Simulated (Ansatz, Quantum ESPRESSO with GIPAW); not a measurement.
# Ca3SiO5: working out the 43Ca quadrupolar coupling

A plane-wave PAW calculation (PBEsol, Ansatz) gives this electric field gradient, in 10²¹ V/m² and Cartesian axes, at one Ca site of Ca3SiO5 (atom 1; CaO6; site symmetry m):

```
      0.3412        0.0000        0.0000
      0.0000       -2.3737       -0.6977
      0.0000       -0.6977        2.0325
```

43Ca has spin 7/2, Q = -0.0408 barn and |γ|/2π = 2.8689 MHz/T. The cell is the P6_3mc form of a database entry, atoms relaxed, static and at 0 K. The PAW files were made for PBE.

**Task.** Find C_Q, η_Q and ν_Q, and the shift and width of the central transition under fast MAS at 9.4 T and 18.8 T.

1. The tensor is symmetric and traceless. Its eigenvalues, ordered by size, are V_xx = 0.3412, V_yy = 2.1403 and V_zz = -2.4815.

2. η_Q = (V_xx − V_yy)/V_zz = 0.725.

3. C_Q = eQV_zz/h. One unit of 10²¹ V/m² with one barn gives 24.18 MHz, so C_Q = 24.18 × −0.0408 × −2.4815 = 2.448 MHz. A spectrum shows its size, not its sign.

4. ν_Q = 3C_Q/[2I(2I−1)] = 0.175 MHz in size, and P_Q = |C_Q|√(1 + η²/3) = 2.654 MHz.

5. The resonances lie at ν0 = 26.97 and 53.94 MHz, so ν_Q/ν0 is 0.006 at most and second order holds. The centre of gravity moves by δ_Q = −(3/40)(P_Q/ν0)² F × 10⁶ ppm, with F = [I(I+1) − 3/4]/[I²(2I−1)²] = 0.03401: -24.7 ppm at 9.4 T and -6.18 ppm at 18.8 T.

6. Summing the second-order term over orientations gives a full width of 56.6 ppm (1.5 kHz) and 14.1 ppm (0.76 kHz). In ppm both fall as 1/B²: (9.4/18.8)² = 0.250. The spinning rate must pass the static width for this shape to show cleanly.

[Banner, clock, file and message-heading lines were taken out of the pw.x and gipaw.x logs.]

[Logs are printed without paths, hosts, clocks, repeated set-up lines and the standing remarks that a program may print on its own settings, such as how far it seeks lower states.]

[Hosts, paths, dates, database ids (printed as entryN), source tags and the programs' standing remarks are cut or masked in the printed files.]
